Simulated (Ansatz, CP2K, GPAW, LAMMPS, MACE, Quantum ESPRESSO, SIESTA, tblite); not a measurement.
# Amorphous 29Ga2O3-71GeO2 (mol %) (86 atoms), the geometry as built

86 atoms (14 Fe, 17 Ge, 55 O) placed at random at 3.54 g/cm³, melted at 5000 K for 10 ps at fixed volume with the Morse and Coulomb pair potential with partial charges (Pedone, Malavasi, Menziani, Cormack and Segre, J. Phys. Chem. B 110, 11780 (2006)). Quenched from 5000 K to 300 K at 100 K/ps and fixed volume, held 5 ps, then minimised at fixed cell. Then Fe was replaced by Ga and the cell scaled by 1.006 (the potential has no terms for the new elements, so the cell is a start for a DFT relaxation).

Calculated values (Ansatz 0.2.0, Kohn-Sham DFT, PBE, PAW, plane waves; cutoff 420 eV, Γ point, fermi-dirac smearing of 0.05 eV; density 3.71 g/cm³) for the geometry as built.

Cell vectors (Å):

```
11.142 0.000 0.000
0.000 11.142 0.000
0.000 0.000 11.142
```

Positions (Å):

```
1 Ga 9.002 3.279 6.398
2 Ga 8.914 10.572 9.692
3 Ga 9.956 6.596 2.277
4 Ga 10.732 2.377 8.827
5 Ga 5.110 2.273 2.528
6 Ga 0.761 10.753 9.601
7 Ga 10.235 1.299 0.956
8 Ga 10.487 10.251 3.635
9 Ga 5.336 0.852 8.841
10 Ga 9.968 7.043 5.569
11 Ga 10.715 9.822 6.616
12 Ga 2.737 10.875 6.965
13 Ga 8.103 1.572 3.791
14 Ga 8.194 5.017 4.542
15 Ge 3.805 9.317 9.695
16 Ge 7.725 0.048 7.022
17 Ge 0.662 5.080 10.702
18 Ge 10.476 7.445 9.012
19 Ge 5.146 10.156 1.559
20 Ge 2.695 2.869 9.582
21 Ge 1.568 5.964 4.045
22 Ge 8.138 4.866 9.362
23 Ge 8.301 9.777 1.899
24 Ge 5.792 2.674 5.750
25 Ge 3.633 8.746 4.220
26 Ge 0.654 1.736 5.579
27 Ge 8.005 3.902 1.551
28 Ge 1.633 3.025 2.555
29 Ge 5.411 6.606 8.242
30 Ge 3.195 4.535 6.630
31 Ge 6.758 8.195 5.603
32 O 8.558 5.243 2.588
33 O 11.008 0.228 5.178
34 O 5.738 1.489 7.027
35 O 2.172 1.344 6.257
36 O 4.294 3.514 5.720
37 O 2.177 4.164 10.653
38 O 7.973 7.123 4.923
39 O 8.728 2.302 1.736
40 O 1.516 1.570 9.392
41 O 2.007 5.235 5.577
42 O 1.003 10.386 7.705
43 O 9.488 5.206 6.026
44 O 4.044 10.538 8.400
45 O 6.430 3.612 2.178
46 O 8.533 10.588 0.406
47 O 10.337 8.892 4.953
48 O 1.791 4.749 2.856
49 O 8.576 10.893 3.260
50 O 8.574 3.499 8.329
51 O 2.176 9.621 10.084
52 O 4.735 9.889 11.035
53 O 3.993 9.614 2.743
54 O 10.250 0.859 10.019
55 O 6.133 1.864 4.241
56 O 0.640 6.508 9.639
57 O 2.990 9.711 5.497
58 O 6.427 7.499 7.155
59 O 2.535 7.405 3.946
60 O 4.517 7.832 9.137
61 O 4.246 5.758 7.292
62 O 11.008 6.401 3.942
63 O 5.238 8.242 4.777
64 O 6.975 3.964 5.749
65 O 10.884 3.912 9.809
66 O 4.221 2.075 9.691
67 O 9.352 8.432 2.194
68 O 8.189 1.377 6.048
69 O 0.519 2.550 1.320
70 O 7.267 9.823 6.059
71 O 8.997 3.158 4.333
72 O 6.643 9.338 1.915
73 O 10.932 5.742 0.901
74 O 0.920 2.505 4.078
75 O 10.520 7.829 7.309
76 O 5.556 0.657 1.721
77 O 6.516 5.488 8.994
78 O 10.915 10.986 1.980
79 O 7.147 0.039 8.729
80 O 9.125 6.334 9.220
81 O 10.261 9.069 9.666
82 O 10.802 2.404 6.876
83 O 3.249 2.442 2.432
84 O 2.646 3.703 8.039
85 O 9.312 10.668 7.627
86 O 8.091 4.350 11.033
```

Q: Give the force and the charge of every atom.

Columns: atom, q, fx, fy, fz (forces in eV/Å, q the Löwdin charge in e).

```
1 1.02 -0.684 -0.119 -0.195
2 1.06 -0.044 -0.830 -0.086
3 1.12 0.374 -0.146 -1.092
4 1.05 1.284 1.086 0.414
5 1.11 -0.136 -0.291 -0.148
6 1.07 1.387 -0.407 -1.010
7 1.06 0.741 0.142 1.913
8 1.06 -0.118 1.228 -0.139
9 1.11 -0.722 0.720 -1.427
10 1.05 -0.537 -0.054 0.648
11 1.06 -0.043 0.174 -0.175
12 1.10 -0.649 -0.412 -1.116
13 1.06 -0.201 0.618 0.559
14 1.06 -0.332 -0.945 0.726
15 1.64 -0.046 -0.393 -0.085
16 1.58 -0.686 -0.154 -0.534
17 1.63 -0.742 -0.245 -0.746
18 1.62 -0.918 -1.208 0.653
19 1.65 0.007 0.136 0.808
20 1.63 -0.242 0.128 -0.878
21 1.65 1.380 -0.718 0.243
22 1.62 0.525 1.185 -0.437
23 1.62 -0.703 -0.162 -0.651
24 1.61 0.305 0.637 0.864
25 1.64 1.170 0.369 0.861
26 1.62 1.079 -0.798 -0.699
27 1.62 -0.571 -0.793 -0.739
28 1.62 0.021 -0.642 0.603
29 1.65 0.305 0.045 -0.976
30 1.65 1.414 -0.273 0.583
31 1.62 -1.294 0.323 0.862
32 -0.66 0.589 1.688 1.064
33 -0.70 -1.201 -2.145 -0.389
34 -0.73 -0.132 -1.412 1.540
35 -0.72 1.927 -0.387 0.900
36 -0.75 -1.252 0.167 -0.984
37 -0.73 1.396 0.644 1.308
38 -0.69 1.445 -0.797 -0.741
39 -0.67 0.818 -1.524 0.071
40 -0.70 -1.895 -0.992 -0.314
41 -0.75 -0.735 -0.074 0.814
42 -0.66 -0.065 -0.138 0.296
43 -0.65 -0.429 0.460 -1.150
44 -0.68 0.713 1.366 -1.240
45 -0.74 -1.585 -0.080 0.318
46 -0.71 0.444 1.307 -2.317
47 -0.64 0.326 0.322 0.615
48 -0.75 0.392 0.859 -1.109
49 -0.67 0.077 0.941 1.475
50 -0.70 0.706 -1.123 -0.624
51 -0.71 -2.044 -0.037 0.798
52 -0.76 0.661 0.168 -0.341
53 -0.76 -1.172 -0.141 -0.236
54 -0.60 0.190 -0.510 0.296
55 -0.68 0.000 -1.095 -2.113
56 -0.74 1.770 0.519 -0.332
57 -0.75 -0.629 0.647 0.864
58 -0.78 0.527 0.103 0.724
59 -0.76 -0.034 0.225 -0.683
60 -0.75 -0.344 -0.245 0.701
61 -0.77 -0.256 0.604 -0.129
62 -0.68 -1.618 0.721 -0.087
63 -0.77 0.111 -0.594 -0.623
64 -0.70 1.462 1.492 0.483
65 -0.74 -1.550 -1.096 -0.818
66 -0.71 1.854 -0.647 0.536
67 -0.71 1.325 -1.853 0.540
68 -0.70 0.539 1.369 -1.327
69 -0.72 -0.616 -0.135 -1.000
70 -0.76 -0.207 -0.236 -0.963
71 -0.65 0.121 -0.399 0.549
72 -0.76 -0.389 -1.621 0.324
73 -0.73 -0.708 0.649 1.626
74 -0.76 -0.663 0.427 0.389
75 -0.68 0.168 0.518 -2.398
76 -0.75 0.180 1.903 0.067
77 -0.75 -0.438 -0.582 0.733
78 -0.68 0.087 -0.131 0.051
79 -0.65 -0.750 0.251 1.620
80 -0.77 -0.754 0.173 0.156
81 -0.70 0.004 1.797 0.857
82 -0.66 -1.646 1.267 1.427
83 -0.73 1.835 -0.465 -0.235
84 -0.77 -0.908 0.126 -0.473
85 -0.69 1.047 -0.557 1.248
86 -0.75 -0.018 0.107 -0.368
```

The quench rate of 100 K/ps is many orders above laboratory rates, so the cell is likely richer in defects and strain than a real sample. The network of bonds at the start is that of the classical potential that made the cell, and needn't be the one that DFT or experiment would give. Only the Γ point is sampled, in a cell whose shortest periodic width is 11 Å. The Löwdin charges lack the electrons that the projection spills, 0.039 e an atom on average.

The r.m.s. force component is 0.880 eV/Å; the longest force, 2.70 eV/Å, acts on O46.

[Logs are printed without paths, hosts, clocks, repeated set-up lines and the standing remarks that a program may print on its own settings, such as how far it seeks lower states.]

[Hosts, paths, dates, database ids (printed as entryN), source tags and the programs' standing remarks are cut or masked in the printed files.]
